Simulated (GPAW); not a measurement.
## Near-edge structure at the Zn K edge of KZnF3 (Pm-3m)

Aim: the near-edge shape at the Zn K edge of KZnF3 (Pm-3m), and what the core hole does to it.

Method: X-ray absorption from dipole matrix elements to empty bands, plane-wave PAW RPBE, in GPAW 26.7.0.

Most raw output is cut from this account.

## Step 1: The starting structure

It takes space group Pm-3m (No. 221, cubic). The conventional cell has a = 4.050 Å, b = 4.050 Å, c = 4.050 Å, α = 90.00°, β = 90.00°, γ = 90.00°. Zn has 6 F at 2.02 Å nearest. Nearest to K lie 12 F at 2.86 Å. Nearest to F lie 2 Zn at 2.02 Å and 4 K at 2.86 Å. Farther neighbours and most contacts between anions are not listed.

As a file:

```cif
data_structure
_symmetry_space_group_name_H-M 'P 1'
_symmetry_Int_Tables_number 1
_cell_length_a 4.0500
_cell_length_b 4.0500
_cell_length_c 4.0500
_cell_angle_alpha 90.000
_cell_angle_beta 90.000
_cell_angle_gamma 90.000
_cell_volume 66.43
loop_
_atom_site_label
_atom_site_type_symbol
_atom_site_fract_x
_atom_site_fract_y
_atom_site_fract_z
_atom_site_occupancy
Zn1 Zn 0.50000 0.50000 0.50000 1
K2 K 0.00000 0.00000 0.00000 1
F3 F 0.50000 0.00000 0.50000 1
F4 F 0.00000 0.50000 0.50000 1
F5 F 0.50000 0.50000 0.00000 1
```

## Step 2: The field without a hole

A plain self-consistent run shows whether there is a gap, which decides the set-up of the core-hole run.

scf.py reads:

```python
import numpy as np
from ase import Atoms
from ase.parallel import parprint, paropen
from gpaw import GPAW, PW, FermiDirac, Mixer, MixerDif, setup_paths
from gpaw.test import gen
setup_paths.insert(0, '.')
gen('Zn', name='nch1s', xcname='RPBE', corehole=(1, 0, 0), write_xml=True)
from gpaw.mpi import world
world.barrier()

atoms = Atoms('ZnKF3',
    cell=[[4.05, 0, 0],
     [0, 4.05, 0],
     [0, 0, 4.05]],
    scaled_positions=[[0.5, 0.5, 0.5],
     [0, 0, 0],
     [0.5, 0, 0.5],
     [0, 0.5, 0.5],
     [0.5, 0.5, 0]],
    pbc=True)
atoms.calc = calc = GPAW(legacy_gpaw=True, mode=PW(500), xc='RPBE', setups={0: 'nch1s'},
    kpts={'size': (6, 6, 6), 'gamma': True}, occupations=FermiDirac(0.05),
    charge=0, mixer=Mixer(0.1, 5, 50), maxiter=150,
    convergence={'density': 0.0001}, txt='scf.txt')
energy = atoms.get_potential_energy() + calc.get_reference_energy()
ef = calc.get_fermi_level()
out = dict(energy=energy, fermi=ef, forces=atoms.get_forces().tolist())
parprint(f'all-electron energy {energy:.4f} eV, Fermi level {ef:.4f} eV')
ev = np.array([[calc.get_eigenvalues(k, s) for k in range(len(calc.get_ibz_k_points()))] for s in range(calc.get_number_of_spins())])
out['homo'], out['lumo'], out['counts'] = ev[ev < ef].max(), ev[ev > ef].min(), sorted(set((ev < ef).sum((0, 2)).tolist()))
out['filled'] = (ev[:, 0] < ef).sum(1).tolist()
import json
with paropen('out.json', 'w') as f:
    json.dump(out, f)
```

Command:

```
OMP_NUM_THREADS=1 mpirun -n 4 gpaw python scf.py
```

Elapsed: 12 s, on 4 MPI ranks of Arm Neoverse V2, shared host; peak memory 0.18 GiB.

The mesh shows a gap of 4.01 eV, so the hole is first treated in a charged cell, without the excited electron.

## Step 3: Spectrum without a core hole, Zn atom 1

Without a hole the spectrum is the empty density of states of the right symmetry on the absorber, weighted by matrix elements. It needs only the small cell and serves as the baseline. The data set with a hole of occupation 0 only carries the core orbital.

The absorber has 6 F at 2.02 Å (octahedral, site symmetry m-3m).

xas.py reads:

```python
import numpy as np
from ase import Atoms
from ase.parallel import parprint, paropen
from gpaw import GPAW, PW, FermiDirac, Mixer, MixerDif, setup_paths
from gpaw.test import gen
setup_paths.insert(0, '.')
gen('Zn', name='nch1s', xcname='RPBE', corehole=(1, 0, 0), write_xml=True)
from gpaw.mpi import world
world.barrier()

atoms = Atoms('ZnKF3',
    cell=[[4.05, 0, 0],
     [0, 4.05, 0],
     [0, 0, 4.05]],
    scaled_positions=[[0.5, 0.5, 0.5],
     [0, 0, 0],
     [0.5, 0, 0.5],
     [0, 0.5, 0.5],
     [0.5, 0.5, 0]],
    pbc=True)
atoms.calc = calc = GPAW(legacy_gpaw=True, mode=PW(500), xc='RPBE', setups={0: 'nch1s'},
    kpts={'size': (6, 6, 6), 'gamma': True}, occupations=FermiDirac(0.02),
    charge=0, mixer=Mixer(0.1, 5, 50), maxiter=150,
    convergence={'density': 0.0001}, txt='scf.txt')
energy = atoms.get_potential_energy() + calc.get_reference_energy()
ef = calc.get_fermi_level()
out = dict(energy=energy, fermi=ef, forces=atoms.get_forces().tolist())
parprint(f'all-electron energy {energy:.4f} eV, Fermi level {ef:.4f} eV')
ev = np.array([[calc.get_eigenvalues(k, s) for k in range(len(calc.get_ibz_k_points()))] for s in range(calc.get_number_of_spins())])
out['homo'], out['lumo'], out['counts'] = ev[ev < ef].max(), ev[ev > ef].min(), sorted(set((ev < ef).sum((0, 2)).tolist()))
out['filled'] = (ev[:, 0] < ef).sum(1).tolist()

from ase.units import Ha
from gpaw.xas import dipole_matrix_elements
nb = int(calc.get_number_of_electrons() / 2) + 43
top, nb = nb, nb + 8 + nb // 12
nscf = calc.fixed_density(kpts={'size': (5, 5, 5), 'gamma': True}, nbands=nb,
    convergence={'bands': top, 'eigenstates': 1e-5}, maxiter=60, txt='nscf.txt')
cell = atoms.cell.array
ops = [cell.T @ U.T @ np.linalg.inv(cell.T) for U in nscf.wfs.kd.symmetry.op_scc]
filled = [21]  # bands filled in the ground state, by spin
E = np.arange(-25, 34, 0.1)
fwhm = np.interp(E, [4, 25], [1.67, 3.5])
Y, X, zero, highest = 0, 0, 1e9, 1e9
for spin in range(nscf.get_number_of_spins()):
    wfs = nscf.wfs
    A = dipole_matrix_elements(wfs.setups[0])
    eps = np.zeros((wfs.kd.nibzkpts, nb))
    d = np.zeros((3, A.shape[1], wfs.kd.nibzkpts, nb), complex)
    for kpt in wfs.kpt_u:
        if kpt.s == spin and 0 in kpt.P_ani:
            eps[kpt.k] = kpt.eps_n * Ha
            d[:, :, kpt.k] = (kpt.weight * wfs.nspins / 2) ** 0.5 * np.inner(A, kpt.P_ani[0])
    world.sum(eps)
    world.sum(d)
    T = np.einsum('amkn,bmkn->abkn', d, d.conj()).real
    T = sum(np.einsum('ai,ijkn,bj->abkn', R, T, R) for R in ops) / len(ops)
    empty = np.ones_like(eps, bool) & (np.arange(nb) >= filled[spin])
    zero, highest = min(zero, eps[empty].min()), min(highest, eps[:, top - 1].min())
    lines = [(eps, T, empty)] if spin == 0 else lines + [(eps, T, empty)]
for eps, T, empty in lines:
    f = np.einsum('aakn->akn', T).reshape(3, -1)
    x = eps.ravel() - zero
    w = np.interp(x, E, fwhm) / 2.35482
    g = np.exp(-0.5 * ((E[:, None] - x) / w) ** 2) / (w * (2 * np.pi) ** 0.5)
    Y = Y + (f * empty.ravel()) @ g.T
    X = X + (f * ~empty.ravel()) @ g.T
out.update(E=E.round(2).tolist(), xas=Y.tolist(), xes=X.tolist(), zero=zero, valid=highest - zero, nk=len(eps), nb=nb)
for i in range(0, len(E), 10):
    parprint(f'{E[i]:7.2f}', *(f'{v:10.3e}' for v in Y[:, i]))
import json
with paropen('out.json', 'w') as f:
    json.dump(out, f)
```

Command:

```
OMP_NUM_THREADS=1 mpirun -n 4 gpaw python xas.py
```

Elapsed: 19 s, on 4 MPI ranks; peak memory 0.2 GiB.

The Zn K spectrum, Zn atom 1, no core hole (energy from the lowest empty level; intensity scaled to a mean of 1 over the first 20 eV):

```
E (eV)  intensity
  -2.0       0.00
  -1.0       0.00
   0.0       0.01
   1.0       0.03
   2.0       0.07
   3.0       0.16
   4.0       0.28
   5.0       0.57
   6.0       0.71
   7.0       0.60
   8.0       0.81
   9.0       1.70
  10.0       2.76
  11.0       3.12
  12.0       2.33
  13.0       1.41
  14.0       0.82
  15.0       0.48
  16.0       0.51
  17.0       0.85
  18.0       1.13
  19.0       1.10
  20.0       0.87
  21.0       0.74
  22.0       0.85
  23.0       1.07
  24.0       1.16
  25.0       1.03
  26.0       0.83
  27.0       0.65
  28.0       0.50
  29.0       0.42
  30.0       0.43
  31.0       0.53
  32.0       0.65
```

Main maxima below 30 eV (height): 5.8 eV (0.72), 10.8 eV (3.15), 18.4 eV (1.15) and 23.8 eV (1.16). A K edge sees empty p states on the absorber.

The same matrix elements for filled bands give the Zn K emission of Zn atom 1 (ground-state approximation; energy from the lowest empty level, largest value 1):

| E (eV) | emission |
| --- | --- |
| -24.00 | 0.03 |
| -23.25 | 0.00 |
| -22.50 | 0.00 |
| -21.75 | 0.00 |
| -21.00 | 0.00 |
| -20.25 | 0.00 |
| -19.50 | 0.00 |
| -18.75 | 0.00 |
| -18.00 | 0.00 |
| -17.25 | 0.00 |
| -16.50 | 0.00 |
| -15.75 | 0.00 |
| -15.00 | 0.00 |
| -14.25 | 0.00 |
| -13.50 | 0.00 |
| -12.75 | 0.00 |
| -12.00 | 0.00 |
| -11.25 | 0.01 |
| -10.50 | 0.06 |
| -9.75 | 0.28 |
| -9.00 | 0.75 |
| -8.25 | 1.00 |
| -7.50 | 0.73 |
| -6.75 | 0.43 |
| -6.00 | 0.36 |
| -5.25 | 0.31 |
| -4.50 | 0.19 |
| -3.75 | 0.06 |
| -3.00 | 0.01 |
| -2.25 | 0.00 |
| -1.50 | 0.00 |
| -0.75 | 0.00 |
| 0.00 | 0.00 |
| 0.75 | 0.00 |
| 1.50 | 0.00 |
| 2.25 | 0.00 |
| 3.00 | 0.00 |

Emission maxima: -8.2 eV (1.00).

## Step 4: Supercell without a hole, the energy reference

The photon energy needs a difference of total energies, so the cell and mesh of the coming hole run are first run without a hole.

Changes to scf.py since step 2:

```diff
@@ -10,14 +10,29 @@
 
-atoms = Atoms('ZnKF3',
-    cell=[[4.05, 0, 0],
-     [0, 4.05, 0],
-     [0, 0, 4.05]],
-    scaled_positions=[[0.5, 0.5, 0.5],
+atoms = Atoms('Zn4K4F12',
+    cell=[[4.05, 4.05, 4.05],
+     [-4.05, 4.05, -4.05],
+     [-4.05, -4.05, 4.05]],
+    scaled_positions=[[0.5, 0, 0],
+     [0.5, 0.5, 0.5],
+     [0, 0, 0.5],
+     [0, 0.5, 0],
      [0, 0, 0],
+     [0, 0.5, 0.5],
      [0.5, 0, 0.5],
-     [0, 0.5, 0.5],
-     [0.5, 0.5, 0]],
+     [0.5, 0.5, 0],
+     [0.25, 0.75, 0],
+     [0.25, 0.25, 0.5],
+     [0.75, 0.75, 0.5],
+     [0.75, 0.25, 0],
+     [0.5, 0.25, 0.25],
+     [0.5, 0.75, 0.75],
+     [0, 0.25, 0.75],
+     [0, 0.75, 0.25],
+     [0.25, 0, 0.75],
+     [0.25, 0.5, 0.25],
+     [0.75, 0, 0.25],
+     [0.75, 0.5, 0.75]],
     pbc=True)
 atoms.calc = calc = GPAW(legacy_gpaw=True, mode=PW(500), xc='RPBE', setups={0: 'nch1s'},
-    kpts={'size': (6, 6, 6), 'gamma': True}, occupations=FermiDirac(0.05),
+    kpts={'size': (3, 3, 3), 'gamma': True}, occupations=FermiDirac(0.02),
     charge=0, mixer=Mixer(0.1, 5, 50), maxiter=150,
```

Command:

```
OMP_NUM_THREADS=1 mpirun -n 4 gpaw python scf.py
```

The job ended after 71 s (4 MPI ranks; peak memory 0.31 GiB; 4.7 min of CPU time).

Reference energy: -293686.444 eV with the cores included.

## Step 5: Spectrum with FCH, Zn atom 1

The holes are 7.0 Å apart. In GPAW the data set carries the hole's charge, so charge=0 means a charged cell and charge=-1 a neutral one. The excited electron is left out and a uniform background balances the charge. After the field has converged, empty bands are computed with the density fixed and the dipole matrix elements are summed.

Changes to xas.py since step 3:

```diff
@@ -6,3 +6,3 @@
 setup_paths.insert(0, '.')
-gen('Zn', name='nch1s', xcname='RPBE', corehole=(1, 0, 0), write_xml=True)
+gen('Zn', name='fch1s', xcname='RPBE', corehole=(1, 0, 1), write_xml=True)
 from gpaw.mpi import world
@@ -10,14 +10,29 @@
 
-atoms = Atoms('ZnKF3',
-    cell=[[4.05, 0, 0],
-     [0, 4.05, 0],
-     [0, 0, 4.05]],
-    scaled_positions=[[0.5, 0.5, 0.5],
+atoms = Atoms('Zn4K4F12',
+    cell=[[4.05, 4.05, 4.05],
+     [-4.05, 4.05, -4.05],
+     [-4.05, -4.05, 4.05]],
+    scaled_positions=[[0.5, 0, 0],
+     [0.5, 0.5, 0.5],
+     [0, 0, 0.5],
+     [0, 0.5, 0],
      [0, 0, 0],
+     [0, 0.5, 0.5],
      [0.5, 0, 0.5],
-     [0, 0.5, 0.5],
-     [0.5, 0.5, 0]],
+     [0.5, 0.5, 0],
+     [0.25, 0.75, 0],
+     [0.25, 0.25, 0.5],
+     [0.75, 0.75, 0.5],
+     [0.75, 0.25, 0],
+     [0.5, 0.25, 0.25],
+     [0.5, 0.75, 0.75],
+     [0, 0.25, 0.75],
+     [0, 0.75, 0.25],
+     [0.25, 0, 0.75],
+     [0.25, 0.5, 0.25],
+     [0.75, 0, 0.25],
+     [0.75, 0.5, 0.75]],
     pbc=True)
-atoms.calc = calc = GPAW(legacy_gpaw=True, mode=PW(500), xc='RPBE', setups={0: 'nch1s'},
-    kpts={'size': (6, 6, 6), 'gamma': True}, occupations=FermiDirac(0.02),
+atoms.calc = calc = GPAW(legacy_gpaw=True, mode=PW(500), xc='RPBE', setups={0: 'fch1s'},
+    kpts={'size': (3, 3, 3), 'gamma': True}, occupations=FermiDirac(0.02),
     charge=0, mixer=Mixer(0.1, 5, 50), maxiter=150,
@@ -34,5 +49,5 @@
 from gpaw.xas import dipole_matrix_elements
-nb = int(calc.get_number_of_electrons() / 2) + 43
+nb = int(calc.get_number_of_electrons() / 2) + 161
 top, nb = nb, nb + 8 + nb // 12
-nscf = calc.fixed_density(kpts={'size': (5, 5, 5), 'gamma': True}, nbands=nb,
+nscf = calc.fixed_density(kpts={'size': (4, 4, 4), 'gamma': True}, nbands=nb,
     convergence={'bands': top, 'eigenstates': 1e-5}, maxiter=60, txt='nscf.txt')
@@ -40,4 +55,4 @@
 ops = [cell.T @ U.T @ np.linalg.inv(cell.T) for U in nscf.wfs.kd.symmetry.op_scc]
-filled = [21]  # bands filled in the ground state, by spin
-E = np.arange(-25, 34, 0.1)
+filled = [84]  # bands filled in the ground state, by spin
+E = np.arange(-6, 34, 0.1)
 fwhm = np.interp(E, [4, 25], [1.67, 3.5])
```

Command:

```
OMP_NUM_THREADS=1 mpirun -n 4 gpaw python xas.py
```

Elapsed: 5.7 min, on 4 MPI ranks; peak memory 0.61 GiB.

The Zn K spectrum, Zn atom 1, full core hole (charged cell) (energy from the lowest empty level; intensity scaled to a mean of 1 over the first 20 eV):

| E (eV) | intensity |
| --- | --- |
| -2.0 | 0.00 |
| -1.5 | 0.00 |
| -1.0 | 0.00 |
| -0.5 | 0.00 |
| 0.0 | 0.00 |
| 0.5 | 0.00 |
| 1.0 | 0.00 |
| 1.5 | 0.01 |
| 2.0 | 0.05 |
| 2.5 | 0.14 |
| 3.0 | 0.26 |
| 3.5 | 0.42 |
| 4.0 | 0.65 |
| 4.5 | 1.05 |
| 5.0 | 1.59 |
| 5.5 | 2.06 |
| 6.0 | 2.20 |
| 6.5 | 1.95 |
| 7.0 | 1.62 |
| 7.5 | 1.53 |
| 8.0 | 1.72 |
| 8.5 | 2.09 |
| 9.0 | 2.44 |
| 9.5 | 2.61 |
| 10.0 | 2.49 |
| 10.5 | 2.10 |
| 11.0 | 1.62 |
| 11.5 | 1.21 |
| 12.0 | 0.94 |
| 12.5 | 0.78 |
| 13.0 | 0.67 |
| 13.5 | 0.57 |
| 14.0 | 0.49 |
| 14.5 | 0.40 |
| 15.0 | 0.32 |
| 15.5 | 0.27 |
| 16.0 | 0.28 |
| 16.5 | 0.35 |
| 17.0 | 0.47 |
| 17.5 | 0.63 |
| 18.0 | 0.77 |
| 18.5 | 0.86 |
| 19.0 | 0.89 |
| 19.5 | 0.86 |
| 20.0 | 0.79 |
| 20.5 | 0.71 |
| 21.0 | 0.64 |
| 21.5 | 0.61 |
| 22.0 | 0.61 |
| 22.5 | 0.66 |
| 23.0 | 0.72 |
| 23.5 | 0.79 |
| 24.0 | 0.84 |
| 24.5 | 0.85 |
| 25.0 | 0.82 |
| 25.5 | 0.75 |
| 26.0 | 0.67 |
| 26.5 | 0.58 |
| 27.0 | 0.50 |
| 27.5 | 0.43 |
| 28.0 | 0.38 |
| 28.5 | 0.36 |
| 29.0 | 0.34 |
| 29.5 | 0.33 |
| 30.0 | 0.34 |
| 30.5 | 0.36 |
| 31.0 | 0.38 |
| 31.5 | 0.41 |
| 32.0 | 0.44 |

Main maxima below 30 eV (height): 5.8 eV (2.20), 9.6 eV (2.61), 19.0 eV (0.89) and 24.4 eV (0.85). 

The hole costs E(hole) − E(ground) = 9687.81 eV, and the lowest empty level of the hole cell on the spectrum's mesh lies at 5.06 eV, which puts the zero at 9692.87 eV. One term is added: -30.96 eV, since the hole is spin-paired here and a spin-polarised one costs that much less in the free atom (computed apart). The photon energy is then 9661.91 eV. The tabulated edge of the element is 9659 eV. The functional and the charged cell's background leave an error of a few eV in such absolute values.

## Step 6: Spectrum with HCH, Zn atom 1

The holes are 7.0 Å apart. The data set carries half a charge, which charge=0 leaves uncompensated but for the background. Half a hole is Slater's transition state, a compromise that weakens the attraction. After the field has converged, empty bands are computed with the density fixed and the dipole matrix elements are summed.

Changed against the first core-hole run: core hole from full to half.

Changes to xas.py since step 5:

```diff
@@ -6,3 +6,3 @@
 setup_paths.insert(0, '.')
-gen('Zn', name='fch1s', xcname='RPBE', corehole=(1, 0, 1), write_xml=True)
+gen('Zn', name='hch1s', xcname='RPBE', corehole=(1, 0, 0.5), write_xml=True)
 from gpaw.mpi import world
@@ -35,3 +35,3 @@
     pbc=True)
-atoms.calc = calc = GPAW(legacy_gpaw=True, mode=PW(500), xc='RPBE', setups={0: 'fch1s'},
+atoms.calc = calc = GPAW(legacy_gpaw=True, mode=PW(500), xc='RPBE', setups={0: 'hch1s'},
     kpts={'size': (3, 3, 3), 'gamma': True}, occupations=FermiDirac(0.02),
```

Wall time 5.6 min (4 MPI ranks); peak memory 0.6 GiB; 23 min of CPU time.

```csv
E (eV),first run,this run
-2.0,0.00,0.00
-1.0,0.00,0.00
0.0,0.00,0.00
1.0,0.00,0.02
2.0,0.05,0.08
3.0,0.26,0.21
4.0,0.65,0.42
5.0,1.59,0.96
6.0,2.20,1.24
7.0,1.62,1.04
8.0,1.72,1.44
9.0,2.44,2.48
10.0,2.49,2.99
11.0,1.62,2.35
12.0,0.94,1.41
13.0,0.67,0.88
14.0,0.49,0.58
15.0,0.32,0.36
16.0,0.28,0.39
17.0,0.47,0.68
18.0,0.77,0.97
19.0,0.89,0.97
20.0,0.79,0.79
21.0,0.64,0.67
22.0,0.61,0.72
23.0,0.72,0.89
24.0,0.84,0.99
25.0,0.82,0.90
26.0,0.67,0.70
27.0,0.50,0.52
28.0,0.38,0.42
29.0,0.34,0.38
30.0,0.34,0.40
31.0,0.38,0.46
32.0,0.44,0.53
```

Against the first run the r.m.s. difference is 29 %. The highest intensity below 24 eV goes from 9.6 eV (2.61) to 10.0 eV (2.99).

(Part 1 of 2 ends here.)

[Logs are printed without paths, hosts, clocks, repeated set-up lines and the standing remarks that a program may print on its own settings, such as how far it seeks lower states.]

[Hosts, paths, dates, database ids (printed as entryN), source tags and the programs' standing remarks are cut or masked in the printed files.]

[Lists of maxima count a maximum above −3 eV only where it reaches 4 % of the highest in the window and stands out from its surroundings by 2 % of it (1.5 % where it reaches 55 %); shoulders and weaker maxima are passed over, and of the rest the first, up to two pre-edge ones and the few strongest are named.]
